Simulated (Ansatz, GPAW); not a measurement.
**Optical response of CuRhS2 (model structure)**

Wanted: where CuRhS2 (model structure) starts to absorb, how strongly, and its refractive index. The structure is a model built here, which may or may not match a known phase. It was built so: All O replaced by S in the R-3m structure of CuRhO2. The cell is first relaxed with Ansatz.

Main program and level: GPAW 26.7.0; DFT, PBE, plane-wave PAW (GPAW data sets), scalar-relativistic, RPA, optical limit.

## (1) Set-up

The structure is trigonal, space group R-3m (No. 166). The conventional cell has a = 3.607 Å, b = 3.607 Å, c = 20.133 Å, α = 90.00°, β = 90.00°, γ = 120.00°. Nearest to Rh lie 6 S at 2.36 Å. Cu has 2 S at 2.23 Å nearest. Nearest to S lie 1 Cu at 2.23 Å and 3 Rh at 2.36 Å. All O replaced by S in the R-3m structure of CuRhO2. Farther neighbours and most contacts between anions are not listed.

## (2) Relaxation

Spectra hang on bond lengths, so the cell is first brought to its minimum.

This step: DFT, PBE, plane-wave PAW, default files, scalar-relativistic, relaxation (Ansatz 0.2.0).

input.yaml

```yaml
crystal:
  lattice:
    - [1.8033435975, 1.0411609115, 6.71097947]
    - [-1.8033435975, 1.0411609115, 6.71097947]
    - [0.0, -2.0823218229, 6.71097947]
  atoms:
    - { symbol: Rh, position: [0.5, 0.5, 0.5] }
    - { symbol: Cu, position: [0.0, 0.0, 0.0] }
    - { symbol: S, position: [0.889, 0.889, 0.889] }
    - { symbol: S, position: [0.111, 0.111, 0.111] }
kpoints:
  mp_grid: { grid: [7, 7, 7] }
scf:
  occupations: { method: fermi_dirac, width: 0.05 }
hamiltonian:
  xc: pbe
output:
  forces: true
  stress: true
relax:
  f_tol: 0.02
  max_steps: 50
  cell: {}
```

Run with:

```
$ ansatz run input.yaml --threads 1 --pin off --max-ram 4096MiB --backend cpu --events-out ev --progress --plain --runs-dir out
```

Numbers of over 12 decimals in the logs are rounded to 6 here.

What it wrote:

```text
basis.fft_grid_basis auto: the FFT boxes are laid along the combinations [[1, 0, -1], [0, 1, -1], [0, 0, 1]] of the cell's own vectors, 3.607, 3.607 and 7.027 Å long. The dense box has 25×25×48 points. Along the cell's own vectors, as sized, it would have 48×48×48, 3.69 times as many. Of the 12 symmetry operations that the crystal satisfies within crystal.symmetry.tolerance (time reversal apart; of a slab, those that [...]
Engine: ansatz 0.2.0, x86_64-unknown-linux-gnu
Pseudopotentials: kind: paw
Pseudopotential: Rh, paw, valence charge 17, recommended cutoff 420 eV (normal), Rh.paw.azcp
Pseudopotential: Cu, paw, valence charge 19, recommended cutoff 420 eV (normal), Cu.paw.azcp
Pseudopotential: S, paw, valence charge 6, recommended cutoff 420 eV (normal), S.paw.azcp
Functional definition: PBE
  parameter kappa = 0.804
  parameter beta = 0.066725
  exchange = pbe_x(kappa = kappa, mu = beta*pi^2/3)
  correlation = pbe_c(beta = beta)
Crystal: 4 atoms, lattice volume = 75.602 Å³
Basis set: ecut = 420 eV, 1469 PW (Γ), FFT grids on a1−a3, a2−a3, a3, exchange–correlation on 50×50×96 points (8 copies of the dense FFT grid, shifted against one another)
Bands: 29, of which v1, the nominal top of the filled ones, is band 24 counted from 1 (23 counted from 0)
Symmetry: 12 space group operations
Space group: R-3m (ITA 166), of the structure as read, at distance tolerance 4.2e-5 Å
k-points: 44 of 343
Non-local potential: Rh, projectors of the file, l = 0: 3, l = 1: 2, l = 2: 2, l = 3: 1
Non-local potential: Cu, projectors of the file, l = 0: 3, l = 1: 2, l = 2: 3, l = 3: 1
Non-local potential: S, projectors of the file, l = 0: 2, l = 1: 2, l = 2: 2
PAW form: soft (Blöchl's): semilocal exchange-correlation on the pseudo side does not see the compensation charge
PAW one-centre angular grid: Rh, 590 points (default); XC on 64 Gauss nodes
PAW one-centre angular grid: Cu, 590 points (default); XC on 64 Gauss nodes
PAW one-centre angular grid: S, 110 points (default); XC on 64 Gauss nodes
Initial density: superposition of atomic densities (neutral atoms: chi_scale 0, normalization atom), corrected by the library's trained network
Initial wavefunctions: pseudopotential atomic-orbital guess
Functional: x = pbe(κ = 0.804, μ = 0.219515), c = pbe(β = 0.066725)
SCF iter   1: F=—  HF=-14833.529685 eV  |F-HF|=—  |Δ(HF+E_count)|=         —  Δρ=5.01e-3  dr2=1.07e-2  ethr=1.77e-3  ⟨swp⟩=5.8  Hψ=5435  notcnv=0
preconditioner: auto → Resta (q_TF=auto, 2.529 Å⁻¹)  ε∞=10.3  [insulator: Δε(μ)=0.778 eV  Ē_g=7.935 eV  σ=0.050 eV  W_gap=1.00  n_scr=22 (ndim 8)  ℏωp=24.2 eV  f_vac=0.065  D(μ)=0.00/eV (n_scr^D=0)  ε∞_Penn≈10.3]
SCF iter   2: F=—  HF=-14833.530752 eV  |F-HF|=—  |Δ(HF+E_count)|=   1.07e-3  Δρ=4.20e-3  dr2=7.36e-3  ethr=2.23e-5  ⟨swp⟩=2.0  Hψ=2794  notcnv=0  defer=10
SCF iter   3: F=—  HF=-14833.529253 eV  |F-HF|=—  |Δ(HF+E_count)|=   1.50e-3  Δρ=1.63e-3  dr2=1.14e-3  ethr=1.53e-5  ⟨swp⟩=2.0  Hψ=1832  notcnv=0  defer=10
SCF iter   4: F=—  HF=-14833.529420 eV  |F-HF|=—  |Δ(HF+E_count)|=   1.67e-4  Δρ=4.12e-4  dr2=1.65e-4  ethr=2.37e-6  ⟨swp⟩=2.7  Hψ=2059  notcnv=0  defer=10
SCF iter   5: F=—  HF=-14833.529432 eV  |F-HF|=—  |Δ(HF+E_count)|=   1.20e-5  Δρ=2.98e-4  dr2=4.26e-5  ethr=3.43e-7  ⟨swp⟩=2.6  Hψ=1809  notcnv=0  defer=10
SCF iter   6: F=—  HF=-14833.529519 eV  |F-HF|=—  |Δ(HF+E_count)|=   8.77e-5  Δρ=6.80e-5  dr2=3.26e-6  ethr=8.87e-8  ⟨swp⟩=2.1  Hψ=1624  notcnv=0  defer=10
SCF iter   7: F=—  HF=-14833.529521 eV  |F-HF|=—  |Δ(HF+E_count)|=   1.05e-6  Δρ=2.72e-5  dr2=5.40e-7  ethr=6.80e-9  ⟨swp⟩=2.5  Hψ=1855  notcnv=0  defer=10
SCF iter   8: F=—  HF=-14833.529521 eV  |F-HF|=—  |Δ(HF+E_count)|=   5.56e-7  Δρ=1.78e-5  dr2=2.08e-7  ethr=1.12e-9  ⟨swp⟩=2.0  Hψ=1864  notcnv=0  defer=10
SCF iter   9: F=-14833.529521 eV  HF=-14833.529521 eV  |F-HF|=2.90e-9  |Δ(HF+E_count)|=   4.84e-8  Δρ=4.19e-6  dr2=9.99e-9  ethr=2.08e-10  ⟨swp⟩=4.0  Hψ=4255  notcnv=0
SCF 1 converged in 9 iterations: F = -14833.529521 eV  dr2 = 9.99e-9
  greatest PAW one-centre occupation: 1.000 electrons in one spin orbital (limit 2), on the Cu atom at site 1 (counted from 0), in its partial waves of l = 0
relax step   1: F+E_penalty+E_count = -14833.52952111 eV  Δ(F+E_penalty+E_count) = +0.000e0 eV  max|allowed force component| = 1.154e0 eV/Å  Δτ_max = 0.0000 Å  P = -0.705 GPa  Ω = 75.602 Å³  (9 SCF iters, dr2 threshold 1.00e-7 eV, accepted)
Crystal: 4 atoms, lattice volume = 74.599 Å³
Basis set: ecut = 420 eV, 1451 PW (Γ), FFT grids on a1−a3, a2−a3, a3, exchange–correlation on 50×50×96 points (8 copies of the dense FFT grid, shifted against one another)
Initial density: handed on by an earlier stage of this run
Initial wavefunctions: those handed on with the density
iter 1 solved again at ethr=4.62e-5 eV; its pass at ethr=3.10e-3 eV (dr2=2.22e-2 eV) is discarded
SCF iter   1: F=—  HF=-14833.599929 eV  |F-HF|=—  |Δ(HF+E_count)|=         —  Δρ=8.12e-3  dr2=2.26e-2  ethr=4.62e-5  ⟨swp⟩=1.0  Hψ=6278  notcnv=0
preconditioner: auto → Resta (q_TF=auto, 2.535 Å⁻¹)  ε∞=10.4  [insulator: Δε(μ)=0.707 eV  Ē_g=7.940 eV  σ=0.050 eV  W_gap=1.00  n_scr=22 (ndim 8)  ℏωp=24.3 eV  f_vac=0.045  D(μ)=0.00/eV (n_scr^D=0)  ε∞_Penn≈10.4]
SCF iter   2: F=—  HF=-14833.599808 eV  |F-HF|=—  |Δ(HF+E_count)|=   1.21e-4  Δρ=5.42e-3  dr2=1.05e-2  ethr=4.62e-5  ⟨swp⟩=2.0  Hψ=1914  notcnv=0
SCF iter   3: F=—  HF=-14833.597782 eV  |F-HF|=—  |Δ(HF+E_count)|=   2.03e-3  Δρ=3.27e-3  dr2=4.21e-3  ethr=2.20e-5  ⟨swp⟩=2.0  Hψ=2516  notcnv=0  defer=2
SCF iter   4: F=—  HF=-14833.597383 eV  |F-HF|=—  |Δ(HF+E_count)|=   3.98e-4  Δρ=1.28e-3  dr2=6.41e-4  ethr=8.77e-6  ⟨swp⟩=1.0  Hψ=1529  notcnv=0  defer=2
SCF iter   5: F=—  HF=-14833.597346 eV  |F-HF|=—  |Δ(HF+E_count)|=   3.75e-5  Δρ=3.55e-4  dr2=7.02e-5  ethr=1.34e-6  ⟨swp⟩=2.1  Hψ=1561  notcnv=0  defer=2
SCF iter   6: F=—  HF=-14833.597292 eV  |F-HF|=—  |Δ(HF+E_count)|=   5.41e-5  Δρ=9.37e-5  dr2=8.32e-6  ethr=1.46e-7  ⟨swp⟩=2.1  Hψ=1967  notcnv=0  defer=2
SCF iter   7: F=—  HF=-14833.597294 eV  |F-HF|=—  |Δ(HF+E_count)|=   1.77e-6  Δρ=4.89e-5  dr2=1.87e-6  ethr=1.73e-8  ⟨swp⟩=2.3  Hψ=1941  notcnv=0  defer=2
SCF iter   8: F=-14833.597294 eV  HF=-14833.597294 eV  |F-HF|=4.94e-8  |Δ(HF+E_count)|=   1.82e-7  Δρ=7.28e-6  dr2=5.75e-8  ethr=8.33e-10  ⟨swp⟩=3.0  Hψ=4976  notcnv=0
SCF 2 converged in 8 iterations: F = -14833.597294 eV  dr2 = 5.75e-8
relax step   2: F+E_penalty+E_count = -14833.59729364 eV  Δ(F+E_penalty+E_count) = -6.777e-2 eV  max|allowed force component| = 2.735e-1 eV/Å  Δτ_max = 0.0624 Å  P = -1.159 GPa  Ω = 74.599 Å³  energy of the carried Pulay correction = +3.317e-4 eV  (8 SCF iters, dr2 threshold 4.00e-7 eV, accepted)
Crystal: 4 atoms, lattice volume = 73.972 Å³
Basis set: ecut = 420 eV, 1433 PW (Γ), FFT grids on a1−a3, a2−a3, a3, exchange–correlation on 50×50×96 points (8 copies of the dense FFT grid, shifted against one another)
iter 1 solved again at ethr=1.69e-5 eV; its pass at ethr=3.10e-3 eV (dr2=8.13e-3 eV) is discarded
SCF iter   1: F=—  HF=-14833.616769 eV  |F-HF|=—  |Δ(HF+E_count)|=         —  Δρ=4.33e-3  dr2=8.16e-3  ethr=1.69e-5  ⟨swp⟩=1.1  Hψ=6142  notcnv=0
preconditioner: auto → Resta (q_TF=auto, 2.539 Å⁻¹)  ε∞=10.2  [insulator: Δε(μ)=0.708 eV  Ē_g=8.032 eV  σ=0.050 eV  W_gap=1.00  n_scr=22 (ndim 8)  ℏωp=24.4 eV  f_vac=0.045  D(μ)=0.00/eV (n_scr^D=0)  ε∞_Penn≈10.2]
SCF iter   2: F=—  HF=-14833.616769 eV  |F-HF|=—  |Δ(HF+E_count)|=   3.17e-7  Δρ=3.10e-3  dr2=4.38e-3  ethr=1.69e-5  ⟨swp⟩=2.0  Hψ=2440  notcnv=0
SCF iter   3: F=—  HF=-14833.615632 eV  |F-HF|=—  |Δ(HF+E_count)|=   1.14e-3  Δρ=1.35e-3  dr2=7.74e-4  ethr=9.12e-6  ⟨swp⟩=2.0  Hψ=2219  notcnv=0
SCF iter   4: F=—  HF=-14833.615524 eV  |F-HF|=—  |Δ(HF+E_count)|=   1.08e-4  Δρ=3.56e-4  dr2=8.28e-5  ethr=1.61e-6  ⟨swp⟩=2.5  Hψ=1897  notcnv=0
SCF iter   5: F=—  HF=-14833.615458 eV  |F-HF|=—  |Δ(HF+E_count)|=   6.57e-5  Δρ=1.95e-4  dr2=2.64e-5  ethr=1.73e-7  ⟨swp⟩=2.4  Hψ=1804  notcnv=0
SCF iter   6: F=—  HF=-14833.615460 eV  |F-HF|=—  |Δ(HF+E_count)|=   2.27e-6  Δρ=3.90e-5  dr2=2.06e-6  ethr=5.49e-8  ⟨swp⟩=2.0  Hψ=1534  notcnv=0
SCF iter   7: F=—  HF=-14833.615461 eV  |F-HF|=—  |Δ(HF+E_count)|=   7.54e-7  Δρ=3.64e-5  dr2=8.76e-7  ethr=8.33e-10  ⟨swp⟩=4.0  Hψ=4399  notcnv=0
SCF iter   8: F=-14833.615461 eV  HF=-14833.615461 eV  |F-HF|=1.14e-8  |Δ(HF+E_count)|=   9.58e-8  Δρ=4.95e-6  dr2=1.90e-8  ethr=8.33e-10  ⟨swp⟩=4.0  Hψ=4155  notcnv=0
SCF 3 converged in 8 iterations: F = -14833.615461 eV  dr2 = 1.90e-8
relax step   3: F+E_penalty+E_count = -14833.61546125 eV  Δ(F+E_penalty+E_count) = -1.817e-2 eV  max|allowed force component| = 8.673e-3 eV/Å  Δτ_max = 0.0073 Å  P = +0.039 GPa  Ω = 73.972 Å³  energy of the carried Pulay correction = +5.414e-4 eV  (8 SCF iters, dr2 threshold 4.00e-7 eV, accepted)
[...]
relax step   4: F+E_penalty+E_count = -14833.61575909 eV  Δ(F+E_penalty+E_count) = -2.978e-4 eV  max|allowed force component| = 7.505e-4 eV/Å  Δτ_max = 0.0032 Å  P = +0.018 GPa  Ω = 74.097 Å³  energy of the carried Pulay correction = +4.996e-4 eV  (6 SCF iters, dr2 threshold 1.70e-7 eV, accepted)
Basis set: ecut = 420 eV, 1433 PW (Γ), FFT grids on a1−a3, a2−a3, a3, exchange–correlation on 48×48×96 points (8 copies of the dense FFT grid, shifted against one another)
Initial wavefunctions: pseudopotential atomic-orbital guess (no wavefunctions were taken with the density)
iter 1 solved again at ethr=1.19e-7 eV; its pass at ethr=3.10e-3 eV (dr2=5.70e-5 eV) is discarded
SCF iter   1: F=—  HF=-14833.615320 eV  |F-HF|=—  |Δ(HF+E_count)|=         —  Δρ=4.39e-5  dr2=2.11e-7  ethr=1.19e-7  ⟨swp⟩=3.1  Hψ=8967  notcnv=0
preconditioner: auto → Resta (q_TF=auto, 2.538 Å⁻¹)  ε∞=10.2  [insulator: Δε(μ)=0.713 eV  Ē_g=8.044 eV  σ=0.050 eV  W_gap=1.00  n_scr=22 (ndim 8)  ℏωp=24.4 eV  f_vac=0.053  D(μ)=0.00/eV (n_scr^D=0)  ε∞_Penn≈10.2]
SCF iter   2: F=—  HF=-14833.615241 eV  |F-HF|=—  |Δ(HF+E_count)|=   7.88e-5  Δρ=4.56e-5  dr2=9.28e-7  ethr=4.40e-10  ⟨swp⟩=2.0  Hψ=2332  notcnv=0
SCF iter   3: F=—  HF=-14833.615241 eV  |F-HF|=—  |Δ(HF+E_count)|=   2.49e-8  Δρ=2.02e-5  dr2=8.91e-8  ethr=4.40e-10  ⟨swp⟩=2.0  Hψ=2329  notcnv=0
SCF iter   4: F=—  HF=-14833.615241 eV  |F-HF|=—  |Δ(HF+E_count)|=   1.69e-8  Δρ=8.40e-6  dr2=2.01e-8  ethr=1.86e-10  ⟨swp⟩=2.0  Hψ=1730  notcnv=0
SCF iter   5: F=—  HF=-14833.615241 eV  |F-HF|=—  |Δ(HF+E_count)|=   2.75e-9  Δρ=2.96e-6  dr2=3.02e-9  ethr=4.18e-11  ⟨swp⟩=2.5  Hψ=2071  notcnv=0
SCF iter   6: F=—  HF=-14833.615241 eV  |F-HF|=—  |Δ(HF+E_count)|=   1.64e-9  Δρ=1.12e-6  dr2=6.14e-10  ethr=6.28e-12  ⟨swp⟩=2.0  Hψ=1849  notcnv=0
SCF iter   7: F=—  HF=-14833.615241 eV  |F-HF|=—  |Δ(HF+E_count)|=  2.00e-10  Δρ=3.26e-7  dr2=1.16e-10  ethr=1.28e-12  ⟨swp⟩=2.0  Hψ=1687  notcnv=0
SCF iter   8: F=-14833.615241 eV  HF=-14833.615241 eV  |F-HF|=9.09e-12  |Δ(HF+E_count)|=  2.55e-11  Δρ=1.56e-7  dr2=1.88e-11  ethr=1.00e-12  ⟨swp⟩=4.0  Hψ=4227  notcnv=0
SCF 5 converged in 8 iterations: F = -14833.615241 eV  dr2 = 1.88e-11
relax step   5: F+E_penalty+E_count = -14833.61524126 eV  Δ(F+E_penalty+E_count) = +5.178e-4 eV  max|allowed force component| = 5.977e-4 eV/Å  Δτ_max = 0.0000 Å  P = +0.019 GPa  Ω = 74.097 Å³  stress off target by 3.76e-2 GPa  SCF on the basis re-selected at this cell (its energy is not comparable with the rows above)  (8 SCF iters)
basis re-selected at this cell: Δ(F+E_penalty+E_count) = +5.178e-4 eV, ΔP = +0.001 GPa vs the last step (what re-selecting the basis moved, of the pressure what is left beyond the Pulay correction that the steps carried, after the strain that the cell walked since its last selection, with what the two solves' SCF thresholds leave and, on support functions, any second-order correction that the steps lacked; it is no measure of the basis error at this ecutwfc). The dense FFT grid was sized anew with the basis: this SCF ran on 24×24×48 points, the steps before it on 25×25×48, so part of this shift can come from that change (see relax.cell in the input reference). [rest of the remark cut]
SCF converged after 8 iterations
Free energy (F): -14833.615241 eV
Harris-Foulkes:  -14833.615241 eV  (|F-HF|=9.09e-12)
Internal energy: -14833.615196 eV  (E = F + TS)
E sigma→0 (E₀):  -14833.615219 eV
Entropy (-TS):   -0.000045 eV (-0.011 meV/atom)
Fermi energy:    9.616323 eV
--- Per-component energies (eV) ---
  E_band       = -753.327549
  E_kinetic    = 1089.217840
  E_local      = -8250.610471  (includes V_loc(G=0)·N_el)
  E_nonlocal   = 805.517312
  E_hartree    = 3455.757132
  E_xc         = -504.488929
  E_vxc        = -567.445563  (∫ρ·V_xc dr)
  E_paw        = -6455.163473  (= ΣΔE_a)
  E_vpaw       = -741.522372  (= ΣTr[D̂ρ^β])
  E_aug_tail   = 0.001164  (compensation charges beyond the density's cutoff)
  E_ewald      = -4973.845771
  E_smearing   = -0.000045  (= −TS)
  E_closure    = -0.000000  (closes the sum)
  Σ components = -14833.615241   (vs F -14833.615241, Δ=0.00e0)
--- Forces (eV/Å), atoms counted from 1 ---
  atom   1  Rh    -0.00000000     0.00000000     0.00000000
  atom   2  Cu    -0.00000000     0.00000000     0.00000000
  atom   3  S     -0.00000000    -0.00000000    -0.00059774
  atom   4  S      0.00000000     0.00000000     0.00059774
  max |Σ_I F_I| component: 2.10e-31 eV/Å
--- Stress (GPa, compression-positive) ---
        0.009241      -0.000000      -0.000000
       -0.000000       0.009241       0.000000
       -0.000000       0.000000       0.037580
  P = ⅓ Tr σ = 0.0187 GPa (0.187 kbar)
--- Relaxed structure (4 steps of the walk, 4 accepted, 1 SCFs on fresh bases) ---
  F+E_penalty+E_count = -14833.61524126 eV   max|allowed force component| = 5.977e-4 eV/Å   (the final SCF, on the basis selected at the relaxed cell)
  cell:  # Å, volume = 74.0967 Å³
    - [1.793032, 1.035208, 6.653224]
    - [-1.793032, 1.035208, 6.653224]
    - [0, -2.070415, 6.653224]
  atoms:
    - { symbol: Rh, position: [0.5, 0.5, 0.500000] }
    - { symbol: Cu, position: [0, 0, 0] }
    - { symbol: S, position: [0.892308, 0.892308, 0.892308] }
    - { symbol: S, position: [0.107692, 0.107692, 0.107692] }
```

Wall time 14 s (1 thread of AMD EPYC 9R14 (Zen 4), shared host); peak memory 0.48 GiB.

The steps of the relaxation:

| step | energy less that of the first step (eV) | largest force component (eV/Å) | pressure (GPa) | volume (Å³) |
| --- | --- | --- | --- | --- |
| 1 | 0.0000 | 1.1539 | -0.70 | 75.60 |
| 2 | -0.0678 | 0.2735 | -1.16 | 74.60 |
| 3 | -0.0859 | 0.0087 | 0.04 | 73.97 |
| 4 | -0.0862 | 0.0008 | 0.02 | 74.10 |
| 5* | -0.0857 | 0.0006 | 0.02 | 74.10 |

Relaxation steps marked * repeat the geometry before them on a plane-wave basis chosen anew for their cell, so energy and pressure can jump there.

The run keeps the 12 symmetry operations that it works with, so distortions that break them were not tested.

```csv
"conventional cell, symmetrised",before,after,change
a (Å),3.607,3.586,-0.6 %
b (Å),3.607,3.586,-0.6 %
c (Å),20.133,19.960,-0.9 %
volume (Å³/atom),18.90,18.52,-2.0 %
```

The atoms that moved most (Å, as changes of fractional coordinates times the final cell):

| atom | dx | dy | dz | length |
| --- | --- | --- | --- | --- |
| S3 | 0.000 | 0.000 | 0.066 | 0.066 |
| S4 | 0.000 | 0.000 | -0.066 | 0.066 |

The relaxed structure:

```cif
data_structure
_symmetry_space_group_name_H-M 'P 1'
_symmetry_Int_Tables_number 1
_cell_length_a 6.9679
_cell_length_b 6.9679
_cell_length_c 6.9679
_cell_angle_alpha 29.823
_cell_angle_beta 29.823
_cell_angle_gamma 29.823
_cell_volume 74.10
loop_
_atom_site_label
_atom_site_type_symbol
_atom_site_fract_x
_atom_site_fract_y
_atom_site_fract_z
_atom_site_occupancy
Rh1 Rh 0.50000 0.50000 0.50000 1
Cu2 Cu 0.00000 0.00000 0.00000 1
S3 S 0.89231 0.89231 0.89231 1
S4 S 0.10769 0.10769 0.10769 1
```

The relaxation ends with a largest force component of 6.0e-4 eV/Å and a pressure of 0.02 GPa.

(Continued in part 2 of 3.)

[Machine, clock and banner lines and Python warnings are left out of the logs.]

[Logs are printed without paths, hosts, clocks, repeated set-up lines and the standing remarks that a program may print on its own settings, such as how far it seeks lower states.]

[Hosts, paths, dates, database ids (printed as entryN), source tags and the programs' standing remarks are cut or masked in the printed files.]
